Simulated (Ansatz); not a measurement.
# MgI2 monolayer (1T): phonons and vibrational spectra

Aim: the phonons of MgI2 monolayer (1T) at a cell relaxed beforehand at this level. After the zone centre comes a 3×3×1 q mesh on a 6×6×1 k mesh.

Program: Ansatz 0.2.0. Level of theory: DFT PBE, scalar-relativistic, plane waves, PAW; PAW set soft_1. Results are calculated unless marked as measured.

## Step 1: The structure

The cell holds 3 atoms: 1 Mg and 2 I. Its edges and angles: a = 4.206 Å, b = 4.206 Å, c = 30.400 Å, α = 90.0°, β = 90.0°, γ = 120.0°. It derives from MgI2. Vacuum lies along c.

Structure file:

```cif
data_structure
_symmetry_space_group_name_H-M 'P 1'
_symmetry_Int_Tables_number 1
_cell_length_a 4.2064
_cell_length_b 4.2064
_cell_length_c 30.4000
_cell_angle_alpha 90.000
_cell_angle_beta 90.000
_cell_angle_gamma 120.000
_cell_volume 465.82
loop_
_atom_site_label
_atom_site_type_symbol
_atom_site_fract_x
_atom_site_fract_y
_atom_site_fract_z
_atom_site_occupancy
Mg1 Mg 0.00000 0.00000 0.32895 1
I2 I 0.33333 0.66667 0.38399 1
I3 I 0.66667 0.33333 0.27391 1
```

## Step 2: Modes at Γ

The cell comes from relaxations at this level that are not shown. The zone centre comes first: it holds the modes that light can see, as far as symmetry allows. The response to a homogeneous field gives the Born charges and the dielectric tensor, and its change with displacement the Raman tensors.

The input, input.yaml:

```yaml
crystal:
  lattice:
    - [4.2063595851, 0.0, 0.0]
    - [-2.1031797926, 3.6428142582, 0.0]
    - [0.0, 0.0, 30.4]
  atoms:
    - { symbol: Mg, position: [0.0, 0.0, 0.3289473684] }
    - { symbol: I, position: [0.3333333333, 0.6666666667, 0.3839872941] }
    - { symbol: I, position: [0.6666666667, 0.3333333333, 0.2739074427] }
  periodic: [true, true, false]
kpoints:
  mp_grid: { grid: [6, 6, 1] }
hamiltonian:
  xc: pbe
  pseudopotentials: { kind: paw, azcp: { folder: soft_1 } }
scf:
  occupations: { method: fixed }
output:
  eigenvalues: true
phonons:
  method: dfpt
  dielectric: true
  raman: true
```

The run is started by

```
$ ansatz run input.yaml --threads 4 --pin off --max-ram 16384MiB --backend cpu --events-out ev --progress --plain --runs-dir out
```

Numbers of over 12 decimals in the logs are rounded to 6 here.

What it wrote:

```text
Warning: phonons.dielectric: true without phonons.rigid_motions: the static dielectric tensor ε⁰ will be withheld (ε∞, Z* and the rows of modes are given); for a crystal or a slab, whose only rigid motions are the translations, set phonons.rigid_motions: translations
Warning: crystal.symmetry: narrowed to the stabiliser of the run's FFT grids — unitary ops 12 → 6. A phonons.method: dfpt run fills in the rows of the dynamical matrix that it does not solve by its symmetry operations, which is exact only for operations that map its FFT grids onto themselves: filled in by any other, the frequencies could depend on the order in which like atoms are typed, or, by more than the grids' own error, on where the crystal sits among the grids' points. Excluded: 6 operations. The run can therefore solve more perturbations, solve them on more k-points, or both, and cost more. [rest of the remark cut]
Engine: ansatz 0.2.0, aarch64-unknown-linux-gnu
Pseudopotentials: kind: paw
Pseudopotential: Mg, paw, valence charge 10, recommended cutoff 420 eV (normal), soft_1/Mg.paw.azcp
Pseudopotential: I, paw, valence charge 17, recommended cutoff 420 eV (normal), soft_1/I.paw.azcp
Functional definition: PBE
  parameter kappa = 0.804
  parameter beta = 0.066725
  exchange = pbe_x(kappa = kappa, mu = beta*pi^2/3)
  correlation = pbe_c(beta = beta)
Crystal: 3 atoms, lattice volume = 465.819 Å³
Basis set: ecut = 420 eV, 8975 PW (Γ), exchange–correlation on 60×60×432 points (8 copies of the dense FFT grid, shifted against one another)
Bands: 27, of which v1, the nominal top of the filled ones, is band 22 counted from 1 (21 counted from 0)
Symmetry: 12 space group operations
k-points: 13 of 36 (irreducible under 2 space group operations, time reversal used)
Non-local potential: Mg, projectors of the file, l = 0: 3, l = 1: 2, l = 2: 1
Non-local potential: I, projectors of the file, l = 0: 2, l = 1: 2, l = 2: 2, l = 3: 1
PAW form: soft (Blöchl's): semilocal exchange-correlation on the pseudo side does not see the compensation charge
PAW one-centre angular grid: Mg, 110 points (default); XC on 64 Gauss nodes
PAW one-centre angular grid: I, 590 points (default); XC on 64 Gauss nodes
Initial density: superposition of atomic densities (neutral atoms: chi_scale 0, normalization atom)
Initial wavefunctions: pseudopotential atomic-orbital guess
Functional: x = pbe(κ = 0.804, μ = 0.219515), c = pbe(β = 0.066725)
iter 1 solved again at ethr=1.39e-3 eV; its pass at ethr=3.10e-3 eV (dr2=6.14e-1 eV) is discarded
SCF iter   1: F=—  HF=-16953.175263 eV  |F-HF|=—  |Δ(HF+E_count)|=         —  Δρ=7.91e-3  dr2=6.04e-1  ethr=1.39e-3  ⟨swp⟩=2.2  Hψ=2392  notcnv=0  defer=36
preconditioner: auto → Resta (q_TF=auto, 1.841 Å⁻¹)  ε∞=1.4  [insulator: Δε(μ)=4.020 eV  Ē_g=10.370 eV  n_scr=58 (ndim 8)  ℏωp=6.9 eV  f_vac=0.757  ε∞_Penn≈1.4  vacuum switching on, ρ_ref=7.8e-3 e/Å³]
SCF iter   2: F=—  HF=-16953.029960 eV  |F-HF|=—  |Δ(HF+E_count)|=   1.45e-1  Δρ=3.73e-3  dr2=8.09e-2  ethr=1.37e-3  ⟨swp⟩=4.1  Hψ=616  notcnv=0  defer=36
SCF iter   3: F=—  HF=-16953.026885 eV  |F-HF|=—  |Δ(HF+E_count)|=   3.08e-3  Δρ=1.54e-3  dr2=2.21e-2  ethr=1.84e-4  ⟨swp⟩=5.3  Hψ=792  notcnv=0  defer=39
SCF iter   4: F=—  HF=-16953.024337 eV  |F-HF|=—  |Δ(HF+E_count)|=   2.55e-3  Δρ=5.37e-4  dr2=1.32e-3  ethr=5.01e-5  ⟨swp⟩=5.7  Hψ=708  notcnv=0  defer=38
SCF iter   5: F=—  HF=-16953.024578 eV  |F-HF|=—  |Δ(HF+E_count)|=   2.41e-4  Δρ=1.12e-4  dr2=3.28e-5  ethr=3.00e-6  ⟨swp⟩=3.7  Hψ=547  notcnv=0  defer=38
SCF iter   6: F=—  HF=-16953.024600 eV  |F-HF|=—  |Δ(HF+E_count)|=   2.25e-5  Δρ=2.04e-5  dr2=3.47e-6  ethr=7.44e-8  ⟨swp⟩=3.1  Hψ=540  notcnv=0  defer=38
SCF iter   7: F=—  HF=-16953.024531 eV  |F-HF|=—  |Δ(HF+E_count)|=   6.99e-5  Δρ=2.97e-6  dr2=3.73e-8  ethr=7.89e-9  ⟨swp⟩=3.8  Hψ=708  notcnv=0  defer=37
SCF iter   8: F=—  HF=-16953.024531 eV  |F-HF|=—  |Δ(HF+E_count)|=   4.42e-8  Δρ=3.44e-7  dr2=8.31e-10  ethr=8.47e-11  ⟨swp⟩=3.4  Hψ=637  notcnv=0  defer=37
SCF iter   9: F=-16953.024531 eV  HF=-16953.024531 eV  |F-HF|=2.91e-11  |Δ(HF+E_count)|=   1.22e-9  Δρ=3.36e-8  dr2=4.42e-12  ethr=1.00e-12  ⟨swp⟩=34.3  Hψ=4090  notcnv=0
SCF 1 converged in 9 iterations: F = -16953.024531 eV  dr2 = 4.42e-12
  greatest PAW one-centre occupation: 1.000 electrons in one spin orbital (limit 2), on the Mg atom at site 0 (counted from 0), in its partial waves of l = 0
DFPT response loops at Γ: preconditioner auto → none (the input reference at scf.mixing.eps_inf says where Resta's filter doesn't serve); β = 0.50; Broyden in place of MSR1
── the response to a field inside a basis, on 14×14×2 k-points: an SCF that follows is theirs, and a resumed run solves both again ──
Bands: 23, of which v1, the nominal top of the filled ones, is band 22 counted from 1 (21 counted from 0)
k-points: 105 of 392 (irreducible under 2 space group operations, time reversal used)
Initial density: handed on by an earlier stage of this run
Initial wavefunctions: pseudopotential atomic-orbital guess (no wavefunctions were taken with the density)
Eigensolver: Dense (105 Hₖ)
SCF iter   1: F=—  HF=-16953.005274 eV  |F-HF|=—  |Δ(HF+E_count)|=         —  Δρ=5.17e-5  dr2=5.24e-6  ethr=1.00e-1
preconditioner: auto → Resta (q_TF=auto, 1.841 Å⁻¹)  ε∞=1.7  [insulator: Δε(μ)=3.679 eV  Ē_g=8.179 eV  n_scr=58 (ndim 8)  ℏωp=6.9 eV  f_vac=0.760  ε∞_Penn≈1.7  vacuum switching on, ρ_ref=4.9e-3 e/Å³]
SCF iter   2: F=—  HF=-16953.005282 eV  |F-HF|=—  |Δ(HF+E_count)|=   8.37e-6  Δρ=2.62e-5  dr2=1.20e-6  ethr=1.19e-8
SCF iter   3: F=—  HF=-16953.005285 eV  |F-HF|=—  |Δ(HF+E_count)|=   3.21e-6  Δρ=5.61e-6  dr2=3.27e-7  ethr=2.73e-9
SCF iter   4: F=—  HF=-16953.005285 eV  |F-HF|=—  |Δ(HF+E_count)|=   2.65e-8  Δρ=1.26e-6  dr2=4.94e-9  ethr=7.43e-10
SCF iter   5: F=—  HF=-16953.005286 eV  |F-HF|=—  |Δ(HF+E_count)|=   1.37e-8  Δρ=1.57e-7  dr2=1.68e-10  ethr=1.12e-11
SCF iter   6: F=-16953.005286 eV  HF=-16953.005286 eV  |F-HF|=3.27e-11  |Δ(HF+E_count)|=  8.73e-11  Δρ=4.75e-8  dr2=6.74e-12  ethr=1.00e-12
SCF 1 converged in 6 iterations: F = -16953.005286 eV  dr2 = 6.74e-12
DFPT response loops at Γ: mixed as the last ones told, above
DFPT response loops at Γ: mixed as the last ones told, above
SCF converged after 9 iterations
Free energy (F): -16953.024531 eV
Harris-Foulkes:  -16953.024531 eV  (|F-HF|=2.91e-11)
Internal energy: -16953.024531 eV  (E = F + TS)
E sigma→0 (E₀):  -16953.024531 eV
Fermi energy:    -6.470459 eV
--- Per-component energies (eV) ---
  E_band       = -1617.274186
  E_kinetic    = 388.383347
  E_local      = -72432.347049  (includes V_loc(G=0)·N_el)
  E_nonlocal   = 426.672427
  E_hartree    = 35480.408840
  E_xc         = -242.153675
  E_vxc        = -256.038118  (∫ρ·V_xc dr)
  E_paw        = -9870.546319  (= ΣΔE_a)
  E_vpaw       = -704.757514  (= ΣTr[D̂ρ^β])
  E_aug_tail   = -0.005102  (compensation charges beyond the density's cutoff)
  E_ewald      = 29296.563001
  E_smearing   = -0.000000  (= −TS)
  E_closure    = 0.000000  (closes the sum)
  Σ components = -16953.024531   (vs F -16953.024531, Δ=0.00e0)
--- Band table (eV; the first three rows and the last of 13) ---
  k-point 0: bands = [... 18 lower, -6.7389, -6.7389, -6.4705, -6.4705, -2.4810, -1.5637 (-1.5637°), -0.3939 (-0.3994°), -0.3358, ... 1 higher]
  k-point 1: bands = [... 18 lower, -7.1918, -7.0170, -6.9119, -6.5428, -1.8488, -0.9821 (-0.9822°), -0.3129 (-0.3136°), -0.2861, ... 1 higher]
  k-point 2: bands = [... 18 lower, -7.8503, -7.4194, -6.9598, -6.7633, -2.3948, -0.9374, -0.3761 (-0.3761°), 0.5103, ... 1 higher]
  k-point 12: bands = [... 18 lower, -8.1770, -7.7647, -7.2572, -6.9491, -2.1796, -0.3379, 0.0331, 0.2676, ... 1 higher]
  ° read free of the cell's end (the report's vacuum.weakly_bound_levels)
--- Phonons (Γ-DFPT): 6 representative perturbations + reference, on 13 of 36 k-points (Σ response iterations 27) ---
  ASR residual: 1.198e-5 → 0.000e0 eV/Å²; symmetrization residual: 9.625e-6 eV/Å²
  The last average, over the group as it would stand without the narrowing to the FFT grids, took up to 7.156e-6 eV/Å² of the zone centre's force constants
  ASR residual per site (eV/Å²): 1.20e-5 6.50e-6 9.09e-6
  Γ frequencies (cm⁻¹): 0.00 0.00 0.00 58.49 58.49 100.75 160.56 160.56 277.49
  ε∞ (high-frequency dielectric tensor):
        1.761940    -0.000000     0.000000
       -0.000000     1.761940    -0.000000
        0.000000    -0.000000     1.170534
  α∞ (the layer's polarisability for a field applied outside it; Å, Gaussian; ε∞ is over the cell's 30.400 Å):
        1.843250    -0.000000     0.000000
       -0.000000     1.843250    -0.000000
        0.000000    -0.000000     0.412549
  ε⁰ (static dielectric tensor): not given — the deck does not say what the cell's rigid motions are, and on a molecule in a box or a wire the rigid rotations would enter the sum over the modes at Γ. For a crystal or a slab, whose only rigid motions are the translations, set phonons.rigid_motions: translations.
  Born effective charges Z* (e; rows j = field, columns β = displacement):
    site 0:
         2.52932   -0.00000    0.00000
        -0.00000    2.52932   -0.00000
         0.00000   -0.00000    0.41233
    site 1:
        -1.26466    0.00000   -0.00000
         0.00000   -1.26466    0.00000
        -0.00000    0.00000   -0.20617
    site 2:
        -1.26466    0.00000   -0.00000
         0.00000   -1.26466    0.00000
        -0.00000    0.00000   -0.20617
  Z* charge neutrality: 2.123e-3 e pre-enforcement
  solved inside a basis spanned on kpoints, on 14×14×2 k-points: ε∞ is read to err by 4.7e-3, Z* by 1.9e-2 e (field_mesh: kpoints solves on kpoints); Z* is corrected for what the basis lacks
  Raman tensors (in the event stream and the table raman_tensors.tsv): an entry may err by 1.3e-1 Å², one of the second-order susceptibility by 6.2e-21 pm/V (basis, points and sum rule); their sum over the sites missed zero by 2.220e-16 Å² ahead of its enforcement
  optical modes at Γ without the LO–TO term, one row a degenerate level:
      ω (cm⁻¹)  modes    IR ((D/Å)²/amu)  static Raman (Å⁴/amu)  depolarisation
         58.49      2             0.0000                 0.1920           0.750
        100.75      1             0.0000                 8.6784           0.065
        160.56      2            13.3082                 0.0000               —
        277.49      1             0.1768                 0.0000               —
```

Elapsed: 16 min, on 4 threads of Arm Neoverse V1, shared host; peak memory 4.1 GiB; 61 min of CPU time.

This step gave:

```
gap on the k-mesh                                       : 3.657 eV
sum-rule residual before enforcement                    : 1.20e-5 eV/Å²
miss of the charge sum rule                             : 0.002123 e
estimated error of the dielectric tensor                : 0.004691
estimated error of the Born charges                     : 0.01891 e
point group                                             : -3m
area per atom                                           : 5.108 Å²
highest optical mode at the zone centre (no LO-TO term) : 277.5 cm⁻¹
lowest optical zone-centre mode                         : 58.49 cm⁻¹
largest Born charge (third of the trace)                : 1.824 e
```

Without the LO-TO term. Patterns of degenerate modes are one choice out of their space. The modes at Γ (shares of kinetic energy by element, %):

```tsv
mode	frequency (cm⁻¹)	symmetry	Mg %	I %
1	0.0	acoustic	9	91
2	0.0	acoustic	9	91
3	0.0	acoustic	9	91
4	58.5	Eg	0	100
5	58.5	Eg	0	100
6	100.8	A1g	0	100
7	160.6	Eu	91	9
8	160.6	Eu	91	9
9	277.5	A2u	91	9
```

Displacements in mode 4 (58.5 cm⁻¹), the largest set to 1:
```
Mg1  0.00  0.00  0.00
I2   1.00 -0.68  0.00
I3  -1.00  0.68  0.00
```

Displacements in mode 9 (277.5 cm⁻¹), the largest set to 1:
```
Mg1  0.00  0.00  1.00
I2   0.00  0.00 -0.10
I3   0.00  0.00 -0.10
```

High-frequency dielectric tensor, averaged over the cell of height 30.4 Å or as lengthened by the program, vacuum included. Tensor:

```tsv
	x	y	z
x	1.762	0	0
y	0	1.762	0
z	0	0	1.171
```

Born charge (rows field, columns displacement) (e), principal values of the symmetric part by kind of site:

```tsv
atom	atoms with these values	low	middle	high	mean
Mg1	1	0.41	2.53	2.53	1.82
I2	2	-1.26	-1.26	-0.21	-0.91
```

In full for I2:

```
-1.26  0.00  0.00
 0.00 -1.26  0.00
 0.00  0.00 -0.21
```

Transverse modes. Lines of the infrared spectrum (strongest = 100):

```tsv
position (cm⁻¹)	label	relative intensity
58	Eg	0.0
101	A1g	0.0
161	Eu	100
278	A2u	1.3
```

Activity x (w_L - w)^4 (n + 1)/w, 532 nm, 300 K. Raman lines, with heights relative to the strongest:

```tsv
position (cm⁻¹)	label	relative intensity
58	Eg	6.0
101	A1g	100
161	Eu	0.0
278	A2u	0.0
```

Before it was imposed, the acoustic sum rule was missed by 1.2e-5 eV/Å² and the charge sum rule by 0.0021 e. Small misses are needed for a sound result but don't prove that mesh and cutoff are converged. The lowest optical mode is real, 58.5 cm⁻¹.

(Part 1 of 2 ends here.)

[Logs are printed without paths, hosts, clocks, repeated set-up lines and the standing remarks that a program may print on its own settings, such as how far it seeks lower states.]

[Hosts, paths, dates, database ids (printed as entryN), source tags and the programs' standing remarks are cut or masked in the printed files.]
